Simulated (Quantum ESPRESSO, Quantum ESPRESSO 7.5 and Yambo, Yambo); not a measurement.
# Quasiparticle gap of PbO (P4/nmm) in Yambo

How does a plane-wave GW calculation on PbO (P4/nmm) run from the first input to the gap?

Main program and level: Quantum ESPRESSO 7.5 and Yambo 5.3.0; PBE and many-body steps on it, plane waves.

The database entry behind the starting cell differs from later determinations by our own check (c about 1 % long), so it need not match the best structure at ambient conditions.

## Step 1: The structure

The structure is tetragonal, space group P4/nmm (No. 129). Conventional cell: a = 3.960 Å, b = 3.960 Å, c = 5.070 Å, α = 90.00°, β = 90.00°, γ = 90.00°. Pb has 4 O at 2.32 Å nearest. O has 4 Pb at 2.32 Å nearest. Farther neighbours and most contacts between anions are not listed.

The cell and positions come from the Crystallography Open Database and are kept as given unless a step says otherwise. Spin-orbit coupling is left out unless a step names it.

## Step 2: Ground state

This step: Quantum ESPRESSO 7.5; DFT, PBE, plane waves, norm-conserving pseudopotentials.

The ground-state density comes first.

pw.in

```
&control
  calculation = 'scf'
  prefix = 'x'
  outdir = 'o'
  pseudo_dir = 'pseudo'
/
&system
  ibrav = 0
  nat = 4
  ntyp = 2
  ecutwfc = 76.0
  nbnd = 34
  force_symmorphic = .true.
/
&electrons
  conv_thr = 1e-10
  electron_maxstep = 80
  mixing_beta = 0.5
/
ATOMIC_SPECIES
  Pb 207.2 Pb.upf
  O 15.999 O.upf
CELL_PARAMETERS angstrom
  3.9600000000 0.0000000000 0.0000000000
  0.0000000000 3.9600000000 0.0000000000
  0.0000000000 0.0000000000 5.0700000000
ATOMIC_POSITIONS crystal
  Pb 0.0000000000 0.5000000000 0.2385140000
  Pb 0.5000000000 0.0000000000 0.7614860000
  O 0.0000000000 0.0000000000 0.0000000000
  O 0.5000000000 0.5000000000 0.0000000000
K_POINTS automatic
  6 6 4 0 0 0
```

Started as:

```console
> OMP_NUM_THREADS=1 mpirun -n 4 pw.x -nk 4 -in pw.in > pw.out
```

Output:

```text
Program PWSCF v.7.5 starts

     This program is part of the open-source Quantum ESPRESSO suite
     for quantum simulation of materials; please cite
         "P. Giannozzi et al., J. Phys.:Condens. Matter 21 395502 (2009);
         "P. Giannozzi et al., J. Phys.:Condens. Matter 29 465901 (2017);
         "P. Giannozzi et al., J. Chem. Phys. 152 154105 (2020);
     in publications or presentations arising from this work. More details at
     Message from routine setup:
     using ibrav=0 with symmetry is DISCOURAGED, use correct ibrav instead

     G-vector sticks info

     bravais-lattice index     =            0
     lattice parameter (alat)  =       7.4833  a.u.
     unit-cell volume          =     536.5311 (a.u.)^3
     number of atoms/cell      =            4
     number of atomic types    =            2
     number of electrons       =        56.00
     number of Kohn-Sham states=           34
     kinetic-energy cutoff     =      76.0000  Ry
     charge density cutoff     =     304.0000  Ry
     scf convergence threshold =      1.0E-10
     mixing beta               =       0.5000
     number of iterations used =            8  plain     mixing
     Exchange-correlation= PBE
                           (   1   4   3   4   0   0   0)

     celldm(1)=   7.483315  celldm(2)=   0.000000  celldm(3)=   0.000000
     celldm(4)=   0.000000  celldm(5)=   0.000000  celldm(6)=   0.000000

     crystal axes: (cart. coord. in units of alat)
               a(1) = (   1.000000   0.000000   0.000000 )
               a(2) = (   0.000000   1.000000   0.000000 )
               a(3) = (   0.000000   0.000000   1.280303 )

     reciprocal axes: (cart. coord. in units 2 pi/alat)
               b(1) = (  1.000000  0.000000  0.000000 )
               b(2) = (  0.000000  1.000000  0.000000 )
               b(3) = (  0.000000  0.000000  0.781065 )
     Pseudo is Norm-conserving + core correction, Zval = 22.0
     Generated using ONCVPSP code by D. R. Hamann
     Using radial grid of 1692 points,  7 beta functions with:
     Pseudo is Norm-conserving + core correction, Zval =  6.0
     Generated using ONCVPSP code by D. R. Hamann
     Using radial grid of  936 points,  5 beta functions with:
     Pb               22.00   207.20000     Pb( 1.00)
     O                 6.00    15.99900     O ( 1.00)

      8 Sym. Ops. (no inversion) found

   Cartesian axes

     site n.     atom                  positions (alat units)
         1        Pb     tau(   1) = (   0.0000000   0.5000000   0.3053702  )
         2        Pb     tau(   2) = (   0.5000000   0.0000000   0.9749328  )
         3        O      tau(   3) = (   0.0000000   0.0000000   0.0000000  )
         4        O      tau(   4) = (   0.5000000   0.5000000   0.0000000  )

     number of k points=    30
                       cart. coord. in units 2pi/alat
        k(    1) = (   0.0000000   0.0000000   0.0000000), wk =   0.0138889
        k(    2) = (   0.0000000   0.0000000   0.1952663), wk =   0.0277778
        k(    3) = (   0.0000000   0.0000000  -0.3905325), wk =   0.0138889
        k(    4) = (   0.0000000   0.1666667   0.0000000), wk =   0.0555556
        k(    5) = (   0.0000000   0.1666667   0.1952663), wk =   0.1111111
        k(    6) = (   0.0000000   0.1666667  -0.3905325), wk =   0.0555556
        k(    7) = (   0.0000000   0.3333333   0.0000000), wk =   0.0555556
        k(    8) = (   0.0000000   0.3333333   0.1952663), wk =   0.1111111
        k(    9) = (   0.0000000   0.3333333  -0.3905325), wk =   0.0555556
        k(   10) = (   0.0000000  -0.5000000   0.0000000), wk =   0.0277778
     [... 18 further rows ...]
        k(   29) = (  -0.5000000  -0.5000000   0.1952663), wk =   0.0277778
        k(   30) = (  -0.5000000  -0.5000000  -0.3905325), wk =   0.0138889

     Dense  grid:    48109 G-vectors     FFT dimensions: (  45,  45,  54)

     Initial potential from superposition of free atoms

     starting charge      55.9957, renormalised to      56.0000
     Starting wfcs are   34 randomized atomic wfcs

     per-process dynamical memory:    58.7 Mb

     Self-consistent Calculation

     iteration #  1     ecut=    76.00 Ry     beta= 0.50

     total energy              =    -904.70561089 Ry
     estimated scf accuracy    <       1.41623504 Ry

     iteration #  2     ecut=    76.00 Ry     beta= 0.50

     total energy              =    -904.92389049 Ry
     estimated scf accuracy    <       1.95910633 Ry

     iteration #  3     ecut=    76.00 Ry     beta= 0.50

     total energy              =    -905.29373876 Ry
     estimated scf accuracy    <       0.03956207 Ry

     iteration #  4     ecut=    76.00 Ry     beta= 0.50

     total energy              =    -905.29603297 Ry
     estimated scf accuracy    <       0.00511704 Ry

     iteration #  5     ecut=    76.00 Ry     beta= 0.50

     total energy              =    -905.29686398 Ry
     estimated scf accuracy    <       0.00097876 Ry

     iteration #  6     ecut=    76.00 Ry     beta= 0.50

     total energy              =    -905.29704782 Ry
     estimated scf accuracy    <       0.00001685 Ry

     iteration #  7     ecut=    76.00 Ry     beta= 0.50

     total energy              =    -905.29704397 Ry
     estimated scf accuracy    <       0.00002331 Ry

     iteration #  8     ecut=    76.00 Ry     beta= 0.50

     total energy              =    -905.29704621 Ry
     estimated scf accuracy    <       0.00000083 Ry

     iteration #  9     ecut=    76.00 Ry     beta= 0.50

     total energy              =    -905.29704641 Ry
     estimated scf accuracy    <       0.00000006 Ry

     iteration # 10     ecut=    76.00 Ry     beta= 0.50

     total energy              =    -905.29704642 Ry
     estimated scf accuracy    <          3.4E-09 Ry

     iteration # 11     ecut=    76.00 Ry     beta= 0.50

     total energy              =    -905.29704642 Ry
     estimated scf accuracy    <          4.1E-10 Ry

     iteration # 12     ecut=    76.00 Ry     beta= 0.50

     total energy              =    -905.29704642 Ry
     estimated scf accuracy    <          4.7E-10 Ry

     iteration # 13     ecut=    76.00 Ry     beta= 0.50

     End of self-consistent calculation

          k = 0.0000 0.0000 0.0000 (  6023 PWs)   bands (ev):

  -128.2830-128.2830 -69.9774 -69.9774 -69.9769 -69.9769 -69.9736 -69.9728
    -7.8584  -7.3200  -5.5689  -5.5689  -5.5086  -5.5056  -5.4213  -5.3480
    -5.3451  -5.3451  -5.3282  -3.9810   3.2148   3.7135   6.2611   6.2611
     8.7623   8.8860   8.8860  10.4904  12.9003  16.0070  16.0704  16.0704
    17.0432  17.0432

          k = 0.0000 0.0000 0.1953 (  6003 PWs)   bands (ev):

  -128.2831-128.2829 -69.9773 -69.9773 -69.9770 -69.9770 -69.9735 -69.9729
    -7.8465  -7.3120  -5.5453  -5.5453  -5.5251  -5.4840  -5.4096  -5.3727
    -5.3727  -5.3572  -5.3400  -3.9736   2.2241   5.0873   6.3359   6.3359
     8.7449   8.8729   8.8729  10.0697  12.6312  15.0213  15.0213  15.5356
    18.3218  18.3219

          k = 0.0000 0.0000-0.3905 (  6026 PWs)   bands (ev):

  -128.2831-128.2829 -69.9773 -69.9773 -69.9771 -69.9771 -69.9734 -69.9731
    -7.8346  -7.3040  -5.5417  -5.5100  -5.5100  -5.4570  -5.4122  -5.4122
    -5.3908  -5.3715  -5.3589  -3.9664   1.7793   6.0769   6.4144   6.4144
     8.7279   8.8572   8.8572   9.4097  12.5985  14.4710  14.4710  14.8306
    19.1286  19.1286

          k = 0.0000 0.1667 0.0000 (  6013 PWs)   bands (ev):

     [... further k-points ...]

     highest occupied, lowest unoccupied level (ev):    10.4904   11.6307

!    total energy              =    -905.29704642 Ry
     estimated scf accuracy    <          8.0E-11 Ry

     The total energy is the sum of the following terms:
     one-electron contribution =    -520.71231522 Ry
     hartree contribution      =     265.95388723 Ry
     xc contribution           =    -152.79671818 Ry
     ewald contribution        =    -497.74190025 Ry

     convergence has been achieved in  13 iterations

     XML data file, charge density, pseudopotentials, collected wavefunctions

=------------------------------------------------------------------------------=
   JOB DONE.
=------------------------------------------------------------------------------=
```

It took 34 s on 4 MPI ranks of Arm Neoverse V1, shared host; peak memory 0.42 GiB; 2.3 min of CPU time.

This step gave:

| Quantity | Value |
| --- | --- |
| total energy | -12317.1938 eV |
| gap | 1.140 eV |
| k of the valence top | 0, 0, 0 |
| k of the conduction bottom | -0.5, -0.5, 0 |
| least direct gap | 2.140 eV |

The gap is indirect, with the least direct gap 1.00 eV higher.

## Step 3: Bands along the symmetry lines

Levels along a band path, at the cheap level, show where the edges lie and whether the meshes to come will hold them.

pw.in

```
&control
  calculation = 'bands'
  prefix = 'x'
  outdir = 'o'
  pseudo_dir = 'pseudo'
/
&system
  ibrav = 0
  nat = 4
  ntyp = 2
  ecutwfc = 76.0
  nbnd = 34
  force_symmorphic = .true.
/
&electrons
  conv_thr = 1e-9
  electron_maxstep = 80
  diago_full_acc = .true.
  diago_thr_init = 5e-6
/
ATOMIC_SPECIES
  Pb 207.2 Pb.upf
  O 15.999 O.upf
CELL_PARAMETERS angstrom
  3.9600000000 0.0000000000 0.0000000000
  0.0000000000 3.9600000000 0.0000000000
  0.0000000000 0.0000000000 5.0700000000
ATOMIC_POSITIONS crystal
  Pb 0.0000000000 0.5000000000 0.2385140000
  Pb 0.5000000000 0.0000000000 0.7614860000
  O 0.0000000000 0.0000000000 0.0000000000
  O 0.5000000000 0.5000000000 0.0000000000
K_POINTS crystal
  75
  0.00000000 0.00000000 0.00000000 1
  0.00000000 0.06250000 0.00000000 1
  0.00000000 0.12500000 0.00000000 1
  0.00000000 0.18750000 0.00000000 1
  0.00000000 0.25000000 0.00000000 1
  0.00000000 0.31250000 0.00000000 1
  0.00000000 0.37500000 0.00000000 1
  0.00000000 0.43750000 0.00000000 1
  0.00000000 0.50000000 0.00000000 1
  0.06250000 0.50000000 0.00000000 1
  0.12500000 0.50000000 0.00000000 1
  0.18750000 0.50000000 0.00000000 1
  0.25000000 0.50000000 0.00000000 1
  0.31250000 0.50000000 0.00000000 1
  0.37500000 0.50000000 0.00000000 1
  0.43750000 0.50000000 0.00000000 1
  0.50000000 0.50000000 0.00000000 1
  0.43750000 0.43750000 0.00000000 1
  0.37500000 0.37500000 0.00000000 1
  0.31250000 0.31250000 0.00000000 1
  0.25000000 0.25000000 0.00000000 1
  0.18750000 0.18750000 0.00000000 1
  0.12500000 0.12500000 0.00000000 1
  0.06250000 0.06250000 0.00000000 1
  0.00000000 0.00000000 0.00000000 1
  0.00000000 0.00000000 0.06250000 1
  0.00000000 0.00000000 0.12500000 1
  0.00000000 0.00000000 0.18750000 1
  0.00000000 0.00000000 0.25000000 1
  0.00000000 0.00000000 0.31250000 1
  0.00000000 0.00000000 0.37500000 1
  0.00000000 0.00000000 0.43750000 1
  0.00000000 0.00000000 0.50000000 1
  0.00000000 0.06250000 0.50000000 1
  0.00000000 0.12500000 0.50000000 1
  0.00000000 0.18750000 0.50000000 1
  0.00000000 0.25000000 0.50000000 1
  0.00000000 0.31250000 0.50000000 1
  0.00000000 0.37500000 0.50000000 1
  0.00000000 0.43750000 0.50000000 1
  0.00000000 0.50000000 0.50000000 1
  0.06250000 0.50000000 0.50000000 1
  0.12500000 0.50000000 0.50000000 1
  0.18750000 0.50000000 0.50000000 1
  0.25000000 0.50000000 0.50000000 1
  0.31250000 0.50000000 0.50000000 1
  0.37500000 0.50000000 0.50000000 1
  0.43750000 0.50000000 0.50000000 1
  0.50000000 0.50000000 0.50000000 1
  0.43750000 0.43750000 0.50000000 1
  0.37500000 0.37500000 0.50000000 1
  0.31250000 0.31250000 0.50000000 1
  0.25000000 0.25000000 0.50000000 1
  0.18750000 0.18750000 0.50000000 1
  0.12500000 0.12500000 0.50000000 1
  0.06250000 0.06250000 0.50000000 1
  0.00000000 0.00000000 0.50000000 1
  0.00000000 0.50000000 0.00000000 1
  0.00000000 0.50000000 0.06250000 1
  0.00000000 0.50000000 0.12500000 1
  0.00000000 0.50000000 0.18750000 1
  0.00000000 0.50000000 0.25000000 1
  0.00000000 0.50000000 0.31250000 1
  0.00000000 0.50000000 0.37500000 1
  0.00000000 0.50000000 0.43750000 1
  0.00000000 0.50000000 0.50000000 1
  0.50000000 0.50000000 0.00000000 1
  0.50000000 0.50000000 0.06250000 1
  0.50000000 0.50000000 0.12500000 1
  0.50000000 0.50000000 0.18750000 1
  0.50000000 0.50000000 0.25000000 1
  0.50000000 0.50000000 0.31250000 1
  0.50000000 0.50000000 0.37500000 1
  0.50000000 0.50000000 0.43750000 1
  0.50000000 0.50000000 0.50000000 1
```

Output:

```text
[banner, memory and clock lines left out]
Program PWSCF v.7.5 starts

     Atomic positions and unit cell read from directory:
     o/x.save/

     Message from routine setup:
     using ibrav=0 with symmetry is DISCOURAGED, use correct ibrav instead

     G-vector sticks info

     bravais-lattice index     =            0
     lattice parameter (alat)  =       7.4833  a.u.
     unit-cell volume          =     536.5311 (a.u.)^3
     number of atoms/cell      =            4
     number of atomic types    =            2
     number of electrons       =        56.00
     number of Kohn-Sham states=           34
     kinetic-energy cutoff     =      76.0000  Ry
     charge density cutoff     =     304.0000  Ry
     Exchange-correlation= PBE
                           (   1   4   3   4   0   0   0)

     celldm(1)=   7.483315  celldm(2)=   0.000000  celldm(3)=   0.000000
     celldm(4)=   0.000000  celldm(5)=   0.000000  celldm(6)=   0.000000

     crystal axes: (cart. coord. in units of alat)
               a(1) = (   1.000000   0.000000   0.000000 )
               a(2) = (   0.000000   1.000000   0.000000 )
               a(3) = (   0.000000   0.000000   1.280303 )

     reciprocal axes: (cart. coord. in units 2 pi/alat)
               b(1) = (  1.000000  0.000000  0.000000 )
               b(2) = (  0.000000  1.000000  0.000000 )
               b(3) = (  0.000000  0.000000  0.781065 )
     Pseudo is Norm-conserving + core correction, Zval = 22.0
     Generated using ONCVPSP code by D. R. Hamann
     Using radial grid of 1692 points,  7 beta functions with:
     Pseudo is Norm-conserving + core correction, Zval =  6.0
     Generated using ONCVPSP code by D. R. Hamann
     Using radial grid of  936 points,  5 beta functions with:
     Pb               22.00   207.20000     Pb( 1.00)
     O                 6.00    15.99900     O ( 1.00)

      8 Sym. Ops. (no inversion) found

   Cartesian axes

     site n.     atom                  positions (alat units)
         1        Pb     tau(   1) = (   0.0000000   0.5000000   0.3053702  )
         2        Pb     tau(   2) = (   0.5000000   0.0000000   0.9749328  )
         3        O      tau(   3) = (   0.0000000   0.0000000   0.0000000  )
         4        O      tau(   4) = (   0.5000000   0.5000000   0.0000000  )

     number of k points=    75
                       cart. coord. in units 2pi/alat
        k(    1) = (   0.0000000   0.0000000   0.0000000), wk =   0.0266667
        k(    2) = (   0.0000000   0.0625000   0.0000000), wk =   0.0266667
        k(    3) = (   0.0000000   0.1250000   0.0000000), wk =   0.0266667
[...]
[... 63 further rows ...]
        k(   74) = (   0.5000000   0.5000000   0.3417160), wk =   0.0266667
        k(   75) = (   0.5000000   0.5000000   0.3905325), wk =   0.0266667

     Dense  grid:    48109 G-vectors     FFT dimensions: (  45,  45,  54)

     The potential is recalculated from file :
     o/x.save/charge-density

     Starting wfcs are   34 randomized atomic wfcs

     Band Structure Calculation

     End of band structure calculation

          k = 0.0000 0.0000 0.0000 (  6023 PWs)   bands (ev):

  -128.2830-128.2830 -69.9774 -69.9774 -69.9769 -69.9769 -69.9736 -69.9728
    -7.8584  -7.3200  -5.5688  -5.5688  -5.5085  -5.5056  -5.4212  -5.3480
    -5.3450  -5.3450  -5.3281  -3.9810   3.2148   3.7136   6.2611   6.2611
     8.7622   8.8859   8.8859  10.4903  12.9003  16.0071  16.0704  16.0704
    17.0432  17.0432

          k = 0.0000 0.0625 0.0000 (  6021 PWs)   bands (ev):

  -128.2830-128.2830 -69.9774 -69.9774 -69.9769 -69.9769 -69.9736 -69.9728
[...]
16.8800  17.0634

          k = 0.0000 0.1250 0.0000 (  6015 PWs)   bands (ev):

  -128.2830-128.2830 -69.9774 -69.9773 -69.9770 -69.9769 -69.9736 -69.9728
[...]
16.5157  17.1201

[...]
k = 0.5000 0.5000 0.3417 (  5984 PWs)   bands (ev):

  -128.2830-128.2830 -69.9775 -69.9775 -69.9772 -69.9772 -69.9732 -69.9732
[...]
16.2460  16.2460

          k = 0.5000 0.5000 0.3905 (  5984 PWs)   bands (ev):

  -128.2830-128.2830 -69.9775 -69.9775 -69.9772 -69.9772 -69.9732 -69.9732
[...]
-5.3628  -5.3628  -4.4549  -4.4549   2.3599   2.3599   6.5838   6.5838
     8.1891   8.1891   9.4888   9.4888  13.8403  13.8403  15.1573  15.1573
    16.2625  16.2625

     XML data file, pseudopotentials, collected wavefunctions
```

It took 15 s on 4 MPI ranks; peak memory 0.31 GiB; 61 s of CPU time.

This step gave:

```
gap                        : 1.139 eV
k of the valence top       : 0, 0.0625, 0
k of the conduction bottom : 0.5, 0.5, 0
least direct gap           : 2.140 eV
```

The gap is 1.139 eV, −0.001 eV from the run before at this level.

The electronic bands at the labelled points (eV, zero at the top of the highest filled band):

```
    point  band 25  band 26  band 27  band 28  band 29  band 30  band 31  band 32
        Γ    -1.73    -1.61    -1.61     0.00     2.41     5.52     5.58     5.58
  halfway    -2.52    -2.01    -1.95    -0.26     3.54     3.54     5.47     5.91
        X    -2.96    -2.96    -1.74    -1.74     3.32     3.32     6.61     6.61
  halfway    -2.21    -2.21    -1.45    -1.45     2.46     2.46     5.39     5.39
        M    -1.76    -1.76    -1.00    -1.00     1.14     1.14     5.20     5.20
  halfway    -2.86    -2.74    -1.23    -0.55     3.02     3.36     4.71     5.17
        Γ    -1.73    -1.61    -1.61     0.00     2.41     5.52     5.58     5.58
  halfway    -1.75    -1.62    -1.62    -0.42     2.14     4.53     4.53     5.04
        Z    -1.76    -1.63    -1.63    -1.08     2.11     3.98     3.98     4.34
  halfway    -2.34    -2.03    -1.18    -1.04     2.29     3.17     4.61     6.58
        R    -2.93    -2.93    -1.07    -1.07     3.01     3.01     6.31     6.31
  halfway    -1.72    -1.72    -1.53    -1.53     3.36     3.36     4.57     4.57
        A    -2.30    -2.30    -1.00    -1.00     3.35     3.35     4.67     4.67
  halfway    -2.76    -1.64    -1.23    -1.15     2.47     3.63     3.85     6.42
        Z    -1.76    -1.63    -1.63    -1.08     2.11     3.98     3.98     4.34
jump to X    -2.96    -2.96    -1.74    -1.74     3.32     3.32     6.61     6.61
  halfway    -2.95    -2.95    -1.36    -1.36     3.16     3.16     6.47     6.47
        R    -2.93    -2.93    -1.07    -1.07     3.01     3.01     6.31     6.31
jump to M    -1.76    -1.76    -1.00    -1.00     1.14     1.14     5.20     5.20
  halfway    -2.04    -2.04    -1.00    -1.00     1.95     1.95     5.52     5.52
        A    -2.30    -2.30    -1.00    -1.00     3.35     3.35     4.67     4.67
```

[end of part 1 of 3]

[Paths, hosts, dates, memory and timing lines, banners, echoed tables and standing remarks are left out of the program output.]

[Logs are printed without paths, hosts, clocks, repeated set-up lines and the standing remarks that a program may print on its own settings, such as how far it seeks lower states.]

[Runs of the session that timed out or met a known fault of the program may be left out.]

[Hosts, paths, dates, database ids (printed as entryN), source tags and the programs' standing remarks are cut or masked in the printed files.]
